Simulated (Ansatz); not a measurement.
# armchair SiC nanoribbon (N = 4, H/H2 edges): bands by functional and under strain, part 2 of 2

Wanted: the relaxed geometry and the bands of the armchair SiC nanoribbon (N = 4, H/H2 edges).

Ansatz 0.2.0; DFT PBE, plane waves, PAW; relaxation of a wire's period (the session's first sound run).

So far, band gap (eV): step 3 (the wire at its relaxed period, PBE) 2.45; step 4 (levels at the same atoms, level LDA, cutoff 420 eV, LDA PBE) 2.40; step 5 (another level of theory, level PBEsol, cutoff 420 eV, PBEsol PBE) 2.43; step 6 (levels at the same atoms, level r2SCAN, cutoff 500 eV, r2SCAN PBE) 2.73; step 7 (another level of theory, level HSE06, cutoff 420 eV, HSE06 PBE) 3.26.

### 9. Strain along the wire, period over the relaxed period 1.1, k-mesh 1×1×11 (continued)

Step by step:

```tsv
step	energy less that of the first step (eV)	largest force component (eV/Å)
1	0.0000	1.5676
2	-0.4727	0.7841
3	-0.5457	0.2494
4	-0.5500	0.0793
5	-0.5504	0.0140
6	-0.5504	0.0140
```

Forces are held to the 2 operations that the run works with; a distortion that breaks them can't arise in this run.

The atoms that moved most (Å):

```tsv
atom	dx	dy	dz	length
H12	0.035	0.000	0.266	0.269
H7	0.057	0.000	-0.239	0.246
H6	-0.047	-0.003	0.190	0.195
H5	-0.047	0.003	0.190	0.195
H13	-0.043	-0.003	-0.169	0.174
H14	-0.043	0.003	-0.169	0.174
C3	0.116	0.000	-0.070	0.136
Si1	0.105	0.000	0.058	0.120
```

The relaxed structure:

```xyz
14
Lattice="13.6340 0.0000 0.0000 0.0000 9.3200 0.0000 0.0000 0.0000 5.9457" Properties=species:S:1:pos:R:3
Si    4.8424    4.6600    0.1019
Si    7.7396    4.6600    0.0593
C     4.8350    4.6600    1.8937
C     7.7842    4.6600    1.9200
H    10.2045    5.8585    2.6313
H    10.2045    3.4615    2.6313
H     3.8181    4.6600    2.2999
Si    6.2839    4.6600    2.9646
Si    9.3602    4.6600    2.9533
C     6.2636    4.6600    4.9157
C     9.2953    4.6600    4.9225
H     3.4748    4.6600    5.4481
H     9.9042    5.5319    5.2168
H     9.9042    3.7881    5.2168
```

Numbers from this step:

```
band gap : 2.223 eV
```

The electronic bands at the labelled points (eV, zero at the Fermi level):

```tsv
point	up 18	up 19	up 20	up 21	down 18	down 19	down 20	down 21
Γ	-1.36	-1.13	1.10	2.18	-1.36	-1.13	1.10	2.18
halfway	-1.74	-1.28	1.87	1.96	-1.74	-1.28	1.87	1.96
Z	-2.44	-1.21	1.71	2.46	-2.44	-1.21	1.71	2.46
```

The gap is 2.22 eV, against 2.45 eV under PBE at the relaxed period, with no moment.

### 10. Strain along the wire, period over the relaxed period 0.94, k-mesh 1×1×12

The period is set to 0.94 times the relaxed one and the atoms relax within it: strain changes bond lengths and angles, which shifts the bands against each other. Against the first PBE run of this kind, the mesh along the wire has 12 points against 15.

The cell differs from the one that the last finished run ended in (c 5.946 → 5.081 Å).

Input file input.yaml:

```yaml
crystal:
  lattice:
    - [13.634, 0.0, 0.0]
    - [0.0, 9.32, 0.0]
    - [0.0, 0.0, 5.0808290606]
  atoms:
    - { symbol: Si, position: [0.347482517, 0.5, 0.007301002], spin: 0.5 }
    - { symbol: Si, position: [0.568609863, 0.5, 0.005961951] }
    - { symbol: C, position: [0.34609591, 0.5, 0.330326285], spin: 0.5 }
    - { symbol: C, position: [0.57156249, 0.5, 0.332535763] }
    - { symbol: H, position: [0.751882622, 0.628312355, 0.410655581] }
    - { symbol: H, position: [0.751882622, 0.371687645, 0.410655581] }
    - { symbol: H, position: [0.275844961, 0.5, 0.42701655] }
    - { symbol: Si, position: [0.458484954, 0.5, 0.497624275] }
    - { symbol: Si, position: [0.69244678, 0.5, 0.486790108], spin: -0.5 }
    - { symbol: C, position: [0.457796125, 0.5, 0.831313915] }
    - { symbol: C, position: [0.688200075, 0.5, 0.838394262], spin: -0.5 }
    - { symbol: H, position: [0.252276498, 0.5, 0.871525306] }
    - { symbol: H, position: [0.729582441, 0.59383857, 0.905769076] }
    - { symbol: H, position: [0.729582441, 0.40616143, 0.905769076] }
magnetization:
  spin_polarized: true
kpoints:
  mp_grid: { grid: [1, 1, 12] }
  band_path: { path: ["Γ", Z], npoints: 50 }
scf:
  occupations: { method: fermi_dirac, width: 0.05 }
hamiltonian:
  xc: pbe
relax:
  max_steps: 40
  f_tol: 0.02
output:
  stress: true
```

The run is started by

```sh
> ansatz run input.yaml --threads 8 --pin off --max-ram 16384MiB --backend cpu --events-out ev --progress --plain --runs-dir out
```

Elapsed: 42 s, on 8 threads of Arm Neoverse V2, shared host; peak memory 2.1 GiB; 5.4 min of CPU time.

The steps of the relaxation:

```tsv
step	energy less that of the first step (eV)	largest force component (eV/Å)
1	0.0000	2.6453
2	-0.2929	1.3320
3	-0.4030	0.2240
4	-0.4063	0.0877
5	-0.4069	0.0255
6	-0.4070	0.0054
```

Forces are held to the 2 operations that the run works with; a distortion that breaks them can't arise in this run.

The atoms that moved most (Å):

```tsv
atom	dx	dy	dz	length
H7	-0.031	0.000	0.143	0.146
H12	-0.050	0.000	-0.125	0.135
H6	0.038	-0.001	-0.108	0.114
H5	0.038	0.001	-0.108	0.114
H13	0.028	0.002	0.096	0.100
H14	0.028	-0.002	0.096	0.100
Si1	-0.080	0.000	-0.038	0.089
C3	-0.079	0.000	0.040	0.088
```

This step gave:

```
band gap : 2.309 eV
```

The electronic bands at the labelled points (eV, zero at the Fermi level):

```tsv
point	up 18	up 19	up 20	up 21	down 18	down 19	down 20	down 21
Γ	-2.12	-1.15	1.40	2.12	-2.12	-1.15	1.40	2.12
halfway	-2.01	-1.91	1.60	2.13	-2.01	-1.91	1.60	2.13
Z	-2.95	-1.83	1.16	2.90	-2.95	-1.83	1.16	2.90
```

The gap is 2.31 eV, against 2.45 eV under PBE at the relaxed period, with no moment.

### 11. A varied input: basis.ecutwfc = "600 eV"

This step: DFT LDA, plane waves, PAW; bands of a perfect wire at the PBE geometry; changed: basis.ecutwfc = "600 eV" (Ansatz 0.2.0).

The atoms of the band run (LDA) are kept and the input is varied, to see whether the result depends on it.

Input file input.yaml:

```yaml
crystal:
  lattice:
    - [13.634, 0.0, 0.0]
    - [0.0, 9.32, 0.0]
    - [0.0, 0.0, 5.4051372985]
  atoms:
    - { symbol: Si, position: [0.347482517, 0.5, 0.007301002] }
    - { symbol: Si, position: [0.568609863, 0.5, 0.005961951] }
    - { symbol: C, position: [0.34609591, 0.5, 0.330326285] }
    - { symbol: C, position: [0.57156249, 0.5, 0.332535763] }
    - { symbol: H, position: [0.751882622, 0.628312355, 0.410655581] }
    - { symbol: H, position: [0.751882622, 0.371687645, 0.410655581] }
    - { symbol: H, position: [0.275844961, 0.5, 0.42701655] }
    - { symbol: Si, position: [0.458484954, 0.5, 0.497624275] }
    - { symbol: Si, position: [0.69244678, 0.5, 0.486790108] }
    - { symbol: C, position: [0.457796125, 0.5, 0.831313915] }
    - { symbol: C, position: [0.688200075, 0.5, 0.838394262] }
    - { symbol: H, position: [0.252276498, 0.5, 0.871525306] }
    - { symbol: H, position: [0.729582441, 0.59383857, 0.905769076] }
    - { symbol: H, position: [0.729582441, 0.40616143, 0.905769076] }
kpoints:
  mp_grid: { grid: [1, 1, 12] }
  band_path: { path: ["Γ", Z], npoints: 50 }
scf:
  occupations: { method: fermi_dirac, width: 0.05 }
hamiltonian:
  xc: lda
basis:
  ecutwfc: "600 eV"
```

Run time: 18 s. Hardware: 8 threads; peak memory 2.7 GiB; 2.4 min of CPU time.

This step gave:

```yaml
band_gap: 2.395 eV
```

It took 18 s against 11 s for the run it varies.

The band gap stays within 0.2 % plus 0.001 of the run it varies.

Against step 4 (now cutoff 600 eV), the band gap stays at 2.40 eV and the free energy moves by -2.1 meV an atom. The band gap moves by under 1 % between these two settings.

### 12. Summary of results

```yaml
cell_length_pbe: 5.405 Å
conductance_pbe: 5.5e-21 G₀
gap_pbe: 2.45 eV
gap_lda: 2.40 eV
gap_pbesol: 2.43 eV
gap_r2scan: 2.73 eV
gap_hse06: 3.26 eV
gap_period_scaled_by_1p1: 2.22 eV
gap_period_scaled_by_0p94: 2.31 eV
```

In words: Under PBE the cell's length is 5.41 Å, no moment survives, and a gap of 2.45 eV makes it a semiconductor. At the relaxed period the wire is gapped under every functional, from 2.40 eV (LDA) to 3.26 eV (HSE06). Weak screening in one dimension makes quasiparticle gaps larger than the semilocal gaps, as a rule. Strain matters: under PBE the gap goes from 2.45 eV to 2.31 eV at 0.94 times the period and 2.22 eV at 1.1 times the period. Transport is coherent and elastic here: the atoms are frozen, so scattering by vibrations plays no part. A hybrid's gap is read on a coarse mesh, without a band path.

[Logs are printed without paths, hosts, clocks, repeated set-up lines and the standing remarks that a program may print on its own settings, such as how far it seeks lower states.]

[Hosts, paths, dates, database ids (printed as entryN), source tags and the programs' standing remarks are cut or masked in the printed files.]
